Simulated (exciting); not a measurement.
# RbAsF6: the Rb L₃ edge from the Bethe–Salpeter equation

How far do the exchange and direct terms reshape the Rb L₃ edge of RbAsF6?

Method: X-ray absorption, core-level Bethe-Salpeter equation, exchange and statically screened direct term, Tamm-Dancoff, all-electron LAPW+lo LDA, in exciting sodium.

## Step 1: The structure

It takes space group R-3 (No. 148, trigonal). Conventional cell: a = 7.435 Å, b = 7.435 Å, c = 7.428 Å, α = 90.00°, β = 90.00°, γ = 120.00°. Nearest to Rb lie 12 F at 2.94 to 3.05 Å. As has 6 F at 1.75 Å nearest. F has 1 As at 1.75 Å and 2 Rb at 2.94 to 3.05 Å nearest. Farther neighbours and most contacts between anions are not listed.

Structure file:

```cif
data_structure
_symmetry_space_group_name_H-M 'R-3:H'
_symmetry_Int_Tables_number 148
_cell_length_a 7.4349
_cell_length_b 7.4349
_cell_length_c 7.4276
_cell_angle_alpha 90.000
_cell_angle_beta 90.000
_cell_angle_gamma 120.000
_cell_volume 355.58
loop_
_atom_site_label
_atom_site_type_symbol
_atom_site_symmetry_multiplicity
_atom_site_Wyckoff_symbol
_atom_site_fract_x
_atom_site_fract_y
_atom_site_fract_z
_atom_site_occupancy
Rb1 Rb 3 b 0.00000 0.00000 0.50000 1
As1 As 3 a 0.00000 0.00000 0.00000 1
F1 F 18 f 0.18233 0.45226 0.52968 1
```

Differences between curves are given as r.m.s. difference over r.m.s. height.

## Step 2: The self-consistent potential

The species files are the program's own, with muffin-tin radii set in the input.

Input file input.xml:

```
<input>
  <title>RbAsF6</title>
  <structure speciespath="." autormt="false" epslat="1.0e-5">
    <crystal>
      <basevect>7.0249790150 4.0558735253 4.6787359265</basevect>
      <basevect>-7.0249790150 4.0558735253 4.6787359265</basevect>
      <basevect>0.0000000000 -8.1117470506 4.6787359265</basevect>
    </crystal>
    <species speciesfile="Rb.xml" rmt="2.040">
      <atom coord="0.5000000000 0.5000000000 0.5000000000"/>
    </species>
    <species speciesfile="As.xml" rmt="1.855">
      <atom coord="0.0000000000 0.0000000000 0.0000000000"/>
    </species>
    <species speciesfile="F.xml" rmt="1.345">
      <atom coord="0.7120121400 0.7996116400 0.0774148000"/>
      <atom coord="0.9225852000 0.2879878600 0.2003883600"/>
      <atom coord="0.2003883600 0.9225852000 0.2879878600"/>
      <atom coord="0.2879878600 0.2003883600 0.9225852000"/>
      <atom coord="0.7996116400 0.0774148000 0.7120121400"/>
      <atom coord="0.0774148000 0.7120121400 0.7996116400"/>
    </species>
  </structure>
  <groundstate do="fromscratch" xctype="LDA_PW" ngridk="3 3 3" rgkmax="6.5" gmaxvr="14" nempty="8" swidth="0.001" maxscl="100" epsengy="1e-5"/>
</input>
```

Launch:

```sh
> OMP_NUM_THREADS=1 mpirun -n 4 exciting
```

Numbers of over 12 decimals in the logs are rounded to 6 here.

Log:

```text
EXCITING SODIUM started
********************************************************************************
* Ground-state run starting from atomic densities                              *
********************************************************************************
+ Starting initialization                                                      +
[... lattice and species ...]
 Spin treatment                             :    spin-unpolarised
 Number of Bravais lattice symmetries       :      12
[...]
+ Self-consistent loop stopped                                                 +
 STATE.OUT is written
********************************************************************************
* Groundstate module stopped                                                   *
********************************************************************************
 Total time spent (seconds)                 :       200.70
- CAUTION! Warnings have been written in file WARNING.OUT !                    -
| EXCITING SODIUM stopped                                                      =
[key lines of the parts left out:]
Total energy                               :     -5832.35977636
Fermi energy                               :         0.04753820
```

Elapsed: 3.4 min, on 4 MPI ranks of Intel Xeon at 2.70GHz, shared host.

The warnings file holds hints only, no warning.

The mesh shows a gap of 5.43 eV. Core levels (Dirac, from the valence top):

| atom | level | energy (eV) |
| --- | --- | --- |
| Rb | 2s1/2 | -1994.0 |
| Rb | 2p1/2 | -1809.1 |
| Rb | 2p3/2 | -1748.5 |
| Rb | 3s1/2 | -286.4 |
| Rb | 3p1/2 | -220.2 |
| Rb | 3p3/2 | -211.0 |
| Rb | 3d3/2 | -94.6 |
| Rb | 3d5/2 | -93.1 |

## Step 3: A richer basis for the empty states

Each species file gets more local orbitals, built from u and its energy derivative at 0.15 Ha and u at 0.9 Ha.

input.xml is that of step 2.

Input file SPECIES.xml, added lines:

```
<lo l="L">  <!-- L = 0, 1, 2 -->
  <wf matchingOrder="0" trialEnergy="0.1500" searchE="false"/>
  <wf matchingOrder="1" trialEnergy="0.1500" searchE="false"/>
  <wf matchingOrder="0" trialEnergy="0.9000" searchE="false"/>
</lo>
```

Launch:

```sh
> OMP_NUM_THREADS=1 mpirun -n 4 exciting
```

Log:

```text
EXCITING SODIUM started
********************************************************************************
* Ground-state run starting from atomic densities                              *
********************************************************************************
+ Starting initialization                                                      +
[... lattice and species ...]
 Spin treatment                             :    spin-unpolarised
 Number of Bravais lattice symmetries       :      12
[...]
+ Self-consistent loop stopped                                                 +
 STATE.OUT is written
********************************************************************************
* Groundstate module stopped                                                   *
********************************************************************************
 Total time spent (seconds)                 :       373.95
- CAUTION! Warnings have been written in file WARNING.OUT !                    -
| EXCITING SODIUM stopped                                                      =
[key lines of the parts left out:]
Total energy                               :     -5832.36368528
Fermi energy                               :         0.04829596
```

Elapsed: 6.3 min, on 4 MPI ranks.

Against the first ground state the total energy moves by -13 meV an atom and the gap by 0.01 eV.

## Step 4: Screening, kernels and BSE for Rb atom 1

The absorber has 6 F at 2.94 Å and 6 F at 3.05 Å (distorted cuboctahedral, site symmetry -3).

Changes to input.xml since step 3:

```diff
@@ -23,3 +23,19 @@
   </structure>
-  <groundstate do="fromscratch" xctype="LDA_PW" ngridk="3 3 3" rgkmax="6.5" gmaxvr="14" nempty="8" swidth="0.001" maxscl="100" epsengy="1e-5"/>
+  <groundstate do="skip" xctype="LDA_PW" ngridk="3 3 3" rgkmax="6.5" gmaxvr="14" nempty="8" swidth="0.001" maxscl="100" epsengy="1e-5"/>
+  <xs xstype="BSE" ngridk="2 2 2" ngridq="2 2 2" vkloff="0.097 0.273 0.493" rgkmax="6.5" nempty="49" gqmax="3" lmaxapwwf="5" lmaxemat="3" broad="0.02352" tevout="true">
+    <energywindow intv="64.014 65.631" points="439"/>
+    <screening screentype="full" nempty="78"/>
+    <BSE xas="true" xasspecies="1" xasatom="1" xasedge="L3" bsetype="singlet" nstlxas="1 45"/>
+    <qpointset>
+      <qpoint>0 0 0</qpoint>
+    </qpointset>
+    <plan>
+      <doonly task="xsgeneigvec"/>
+      <doonly task="writepmatxs"/>
+      <doonly task="scrgeneigvec"/>
+      <doonly task="scrwritepmat"/>
+      <doonly task="screen"/>
+      <doonly task="scrcoulint"/>
+    </plan>
+  </xs>
 </input>
```

Input file input.xml for the exchange start (cutoff and plan only):

```
  gqmax="2"
  <plan>
    <doonly task="exccoulint"/>
  </plan>
```

Input file input.xml for the last start (plan only):

```
  <plan>
    <doonly task="bse"/>
  </plan>
```

Launch:

```sh
> OMP_NUM_THREADS=1 mpirun -n 4 exciting
> OMP_NUM_THREADS=1 mpirun -n 4 exciting
> OMP_NUM_THREADS=4 exciting
```

Log:

```text
| EXCITING SODIUM started for task xsgeneigvec ( 301)                          =
One-shot GS runs for BSE calculations
One-shot GS runs for k+qmt/2 grids
Info(xsgeneigvec): Generating eigenvectors for Q-point      1
Info(xsgeneigvec): Generation of eigenvectors finished
| EXCITING SODIUM started for task writepmatxs ( 320)                          =
Info(writepmatxs): Momentum matrix elements finished
| EXCITING SODIUM started for task scrgeneigvec ( 401)                         =
One-shot GS runs for BSE calculations
One-shot GS runs for k+qmt/2 grids
[...]
Info(setup_bse_block): Setting up RR part of hamiltonian
Info(setup_bse_block): Singlet spin state
Info(bse): Diagonalizing RR Hamiltonian (TDA)
Info(bse): Invoking Lapack routine ZHEEVR
      1440 eigen solutions found in the interval:
         i1=       1 i2=    1440
Info(bse): Writing excition energies and oscillator strengths to text file.
Info(makespectrum_dist): Making spectrum using formula for coupling with time reversed AR basis.
Info(makespectrum_dist): Using formalism for vanishing momentum transfer.
Info(writederived): Writing quantities derived from the macroscopic dielectric function.
Info(bselauncher): Spectrum finished for iqmt=  1
Info(bselauncher): All done for BSE type singlet
```

The job ended after 8.3 min (4 MPI ranks).

Wall time by task: xsgeneigvec 23 s, writepmatxs 15 s, scrgeneigvec 19 s, scrwritepmat 12 s, screen 78 s, scrcoulint 78 s, exccoulint 4.3 min, bse 6.1 s.

The Rb L₃ spectrum of Rb atom 1 (energy from the Kohn–Sham onset, core level to the lowest empty state found on the meshes used, 1753.90 eV; the ground-state mesh sets it, and the shifted mesh has its lowest transition 0.45 eV above it; Im ε scaled to the maximum of the singlet run; cut below the end of the band set):

| E (eV) | isotropic | ε ⊥ c | ε ∥ c |
| --- | --- | --- | --- |
| -4.0 | 0.02 | 0.02 | 0.02 |
| -3.5 | 0.03 | 0.03 | 0.03 |
| -3.0 | 0.03 | 0.03 | 0.03 |
| -2.5 | 0.04 | 0.04 | 0.04 |
| -2.0 | 0.06 | 0.06 | 0.06 |
| -1.5 | 0.08 | 0.08 | 0.09 |
| -1.0 | 0.13 | 0.13 | 0.13 |
| -0.5 | 0.19 | 0.19 | 0.19 |
| 0.0 | 0.33 | 0.32 | 0.36 |
| 0.5 | 0.68 | 0.65 | 0.73 |
| 1.0 | 0.99 | 1.00 | 0.99 |
| 1.5 | 0.75 | 0.78 | 0.71 |
| 2.0 | 0.37 | 0.39 | 0.35 |
| 2.5 | 0.21 | 0.21 | 0.20 |
| 3.0 | 0.14 | 0.15 | 0.14 |
| 3.5 | 0.12 | 0.12 | 0.11 |
| 4.0 | 0.12 | 0.12 | 0.11 |
| 4.5 | 0.12 | 0.12 | 0.12 |
| 5.0 | 0.11 | 0.12 | 0.11 |
| 5.5 | 0.09 | 0.09 | 0.09 |
| 6.0 | 0.08 | 0.07 | 0.08 |
| 6.5 | 0.07 | 0.07 | 0.08 |
| 7.0 | 0.07 | 0.07 | 0.08 |
| 7.5 | 0.08 | 0.08 | 0.08 |
| 8.0 | 0.09 | 0.09 | 0.09 |
| 8.5 | 0.12 | 0.11 | 0.12 |
| 9.0 | 0.13 | 0.13 | 0.13 |
| 9.5 | 0.11 | 0.11 | 0.11 |
| 10.0 | 0.09 | 0.09 | 0.09 |
| 10.5 | 0.10 | 0.10 | 0.10 |
| 11.0 | 0.11 | 0.11 | 0.11 |
| 11.5 | 0.11 | 0.11 | 0.11 |
| 12.0 | 0.11 | 0.11 | 0.11 |
| 12.5 | 0.11 | 0.11 | 0.12 |
| 13.0 | 0.12 | 0.11 | 0.13 |
| 13.5 | 0.12 | 0.12 | 0.12 |
| 14.0 | 0.13 | 0.13 | 0.12 |
| 14.5 | 0.13 | 0.13 | 0.12 |
| 15.0 | 0.12 | 0.12 | 0.11 |
| 15.5 | 0.12 | 0.12 | 0.12 |
| 16.0 | 0.12 | 0.11 | 0.13 |
| 16.5 | 0.12 | 0.11 | 0.14 |
| 17.0 | 0.13 | 0.12 | 0.14 |
| 17.5 | 0.12 | 0.11 | 0.14 |
| 18.0 | 0.12 | 0.11 | 0.14 |
| 18.5 | 0.13 | 0.13 | 0.14 |
| 19.0 | 0.14 | 0.14 | 0.14 |
| 19.5 | 0.13 | 0.13 | 0.12 |
| 20.0 | 0.13 | 0.13 | 0.12 |
| 20.5 | 0.13 | 0.13 | 0.11 |
| 21.0 | 0.12 | 0.12 | 0.11 |
| 21.5 | 0.10 | 0.11 | 0.10 |
| 22.0 | 0.09 | 0.09 | 0.08 |
| 22.5 | 0.07 | 0.07 | 0.06 |

Maxima (height): 1.0 eV (1.00) and 18.9 eV (0.14).

The Hamiltonian has 1440 rows. The lowest groups of eigenvalues and the brightest ones, on the scale above (the program counts from the shifted mesh's onset, 0.45 eV higher). Core spinors bring spin-forbidden partners, so dark means forbidden by spin or by symmetry, and the shifted mesh splits states that symmetry would keep together:

```
energy (eV)  states within 10 meV  relative strength
     -1.410                     4             0.0087
     -1.238                     4             0.0013
     -1.019                     4             0.0024
     -0.993                     4             0.0076
     -0.877                     4              0.011
     -0.857                     4              0.008
      0.784                     4               0.77
      0.795                     4               0.26
      0.841                     4               0.15
      1.216                     6               1.00
      1.228                     2               0.11
      1.253                     2               0.35
      8.867                     4              0.073
```

## Step 5: Independent particles

Changes to input.xml since step 4:

```diff
@@ -27,3 +27,3 @@
     <screening screentype="full" nempty="78"/>
-    <BSE xas="true" xasspecies="1" xasatom="1" xasedge="L3" bsetype="singlet" nstlxas="1 45"/>
+    <BSE xas="true" xasspecies="1" xasatom="1" xasedge="L3" bsetype="IP" nstlxas="1 45"/>
     <qpointset>
@@ -32,8 +32,3 @@
     <plan>
-      <doonly task="xsgeneigvec"/>
-      <doonly task="writepmatxs"/>
-      <doonly task="scrgeneigvec"/>
-      <doonly task="scrwritepmat"/>
-      <doonly task="screen"/>
-      <doonly task="scrcoulint"/>
+      <doonly task="bse"/>
     </plan>
```

Launch:

```sh
> OMP_NUM_THREADS=4 exciting
```

Log:

```text
| EXCITING SODIUM started for task bse ( 445)                                  =
Info(bselauncher): Init time:    1.703383
Info(bselauncher): Setting up and diagonalizing BSE Hamiltonian.
Info(bselauncher): Using momentum transfer vectors from list :   1 to  1
Info(bselauncher): Distributing qmt-points over   1 processes.
Info(bselauncher): BSE type: IP
Info(bselauncher): Momentum transfer list index: iqmt=  1
Info(bselauncher): Momentum transfer: vqmtl=   0.000   0.000   0.000
Info(bse): Inspecting occupations...
Info(setranges_modxs): Number of non-reduced k-points:        8
[...]
highest unoccupied state:  78
  Opening gap with a scissor of:      0.000/H      0.000/eV
Info(select_transitions): Number of participating transitions:    1440
Info(bse): Selecting transitions...
Info(bse):bsegap (eV):  1754.348452
Info(bse): IP requested, nothing much to do
Info(bse): Writing excition energies and oscillator strengths to text file.
Info(makespectrum_dist): Making spectrum using formula for coupling with time reversed AR basis.
Info(makespectrum_dist): Using formalism for vanishing momentum transfer.
Info(writederived): Writing quantities derived from the macroscopic dielectric function.
Info(bselauncher): Spectrum finished for iqmt=  1
Info(bselauncher): All done for BSE type IP
```

Wall time 3 s (4 threads).

Maxima (height): 7.8 eV (0.40), 11.6 eV (0.15), 13.6 eV (0.15), 16.2 eV (0.16) and 21.3 eV (0.21). Against the singlet run the r.m.s. difference is 98 %. Moving the earlier curve by +6.6 eV leaves 52 %. The highest maximum lies at 7.8 eV (0.40), against 1.0 eV (1.00).

## Step 6: Exchange alone

Changes to input.xml since step 5:

```diff
@@ -27,3 +27,3 @@
     <screening screentype="full" nempty="78"/>
-    <BSE xas="true" xasspecies="1" xasatom="1" xasedge="L3" bsetype="IP" nstlxas="1 45"/>
+    <BSE xas="true" xasspecies="1" xasatom="1" xasedge="L3" bsetype="RPA" nstlxas="1 45"/>
     <qpointset>
```

Launch:

```sh
> OMP_NUM_THREADS=4 exciting
```

Log:

```text
| EXCITING SODIUM started for task bse ( 445)                                  =
Info(bselauncher): Init time:    1.549476
Info(bselauncher): Setting up and diagonalizing BSE Hamiltonian.
Info(bselauncher): Using momentum transfer vectors from list :   1 to  1
Info(bselauncher): Distributing qmt-points over   1 processes.
Info(bselauncher): BSE type: RPA
Info(bselauncher): Momentum transfer list index: iqmt=  1
Info(bselauncher): Momentum transfer: vqmtl=   0.000   0.000   0.000
Info(bse): Inspecting occupations...
Info(setranges_modxs): Number of non-reduced k-points:        8
[...]
Info(setup_bse_block): Setting up RR part of hamiltonian
Info(setup_bse_block): Using RPA approximation
Info(bse): Diagonalizing RR Hamiltonian (TDA)
Info(bse): Invoking Lapack routine ZHEEVR
      1440 eigen solutions found in the interval:
         i1=       1 i2=    1440
Info(bse): Writing excition energies and oscillator strengths to text file.
Info(makespectrum_dist): Making spectrum using formula for coupling with time reversed AR basis.
Info(makespectrum_dist): Using formalism for vanishing momentum transfer.
Info(writederived): Writing quantities derived from the macroscopic dielectric function.
Info(bselauncher): Spectrum finished for iqmt=  1
Info(bselauncher): All done for BSE type RPA
```

It took 7.5 s on 4 threads.

Maxima (height): 7.8 eV (0.40), 11.6 eV (0.15), 13.6 eV (0.15), 16.2 eV (0.16) and 21.3 eV (0.21). The spectrum is that of the independent-particle run within 1 %.

## Step 7: Broadening

Changed against the first singlet run: half width (eV) from 0.64 to 1.92.

Changes to input.xml since step 6:

```diff
@@ -24,6 +24,6 @@
   <groundstate do="skip" xctype="LDA_PW" ngridk="3 3 3" rgkmax="6.5" gmaxvr="14" nempty="8" swidth="0.001" maxscl="100" epsengy="1e-5"/>
-  <xs xstype="BSE" ngridk="2 2 2" ngridq="2 2 2" vkloff="0.097 0.273 0.493" rgkmax="6.5" nempty="49" gqmax="3" lmaxapwwf="5" lmaxemat="3" broad="0.02352" tevout="true">
+  <xs xstype="BSE" ngridk="2 2 2" ngridq="2 2 2" vkloff="0.097 0.273 0.493" rgkmax="6.5" nempty="49" gqmax="3" lmaxapwwf="5" lmaxemat="3" broad="0.07056" tevout="true">
     <energywindow intv="64.014 65.631" points="439"/>
     <screening screentype="full" nempty="78"/>
-    <BSE xas="true" xasspecies="1" xasatom="1" xasedge="L3" bsetype="RPA" nstlxas="1 45"/>
+    <BSE xas="true" xasspecies="1" xasatom="1" xasedge="L3" bsetype="singlet" nstlxas="1 45"/>
     <qpointset>
```

Launch:

```sh
> OMP_NUM_THREADS=4 exciting
```

Log:

```text
| EXCITING SODIUM started for task bse ( 445)                                  =
Info(bselauncher): Init time:    1.763778
Info(bselauncher): Setting up and diagonalizing BSE Hamiltonian.
Info(bselauncher): Using momentum transfer vectors from list :   1 to  1
Info(bselauncher): Distributing qmt-points over   1 processes.
Info(bselauncher): BSE type: singlet
Info(bselauncher): Momentum transfer list index: iqmt=  1
Info(bselauncher): Momentum transfer: vqmtl=   0.000   0.000   0.000
Info(bse): Inspecting occupations...
[...]
Info(setup_bse_block): Setting up RR part of hamiltonian
Info(setup_bse_block): Singlet spin state
Info(bse): Diagonalizing RR Hamiltonian (TDA)
Info(bse): Invoking Lapack routine ZHEEVR
      1440 eigen solutions found in the interval:
         i1=       1 i2=    1440
Info(bse): Writing excition energies and oscillator strengths to text file.
Info(makespectrum_dist): Making spectrum using formula for coupling with time reversed AR basis.
Info(makespectrum_dist): Using formalism for vanishing momentum transfer.
Info(writederived): Writing quantities derived from the macroscopic dielectric function.
Info(bselauncher): Spectrum finished for iqmt=  1
Info(bselauncher): All done for BSE type singlet
```

The job ended after 7.5 s (4 threads).

The spectrum differs from the singlet run by 49 % r.m.s. The highest maximum lies at 1.0 eV (0.38), against 1.0 eV (1.00). Only the width of each line changes; the area stays. A table step wider than the lines misses their tops.

```csv
E (eV),first run,this run
-11.0,0.00,0.01
-10.0,0.00,0.01
-9.0,0.01,0.02
-8.0,0.01,0.02
-7.0,0.01,0.02
-6.0,0.01,0.03
-5.0,0.01,0.04
-4.0,0.02,0.05
-3.0,0.03,0.08
-2.0,0.06,0.12
-1.0,0.13,0.19
0.0,0.33,0.30
1.0,0.99,0.38
2.0,0.37,0.32
3.0,0.14,0.22
4.0,0.12,0.16
5.0,0.11,0.13
6.0,0.08,0.11
7.0,0.07,0.10
8.0,0.09,0.10
9.0,0.13,0.11
10.0,0.09,0.11
11.0,0.11,0.11
12.0,0.11,0.11
13.0,0.12,0.11
14.0,0.13,0.11
15.0,0.12,0.11
16.0,0.12,0.11
17.0,0.13,0.11
18.0,0.12,0.11
19.0,0.14,0.11
20.0,0.13,0.11
21.0,0.12,0.10
22.0,0.09,0.08
```

[end of part 1 of 2]

[Banner, clock and machine lines of the logs are left out without a mark of their own.]

[Logs are printed without paths, hosts, clocks, repeated set-up lines and the standing remarks that a program may print on its own settings, such as how far it seeks lower states.]

[Hosts, paths, dates, database ids (printed as entryN), source tags and the programs' standing remarks are cut or masked in the printed files.]
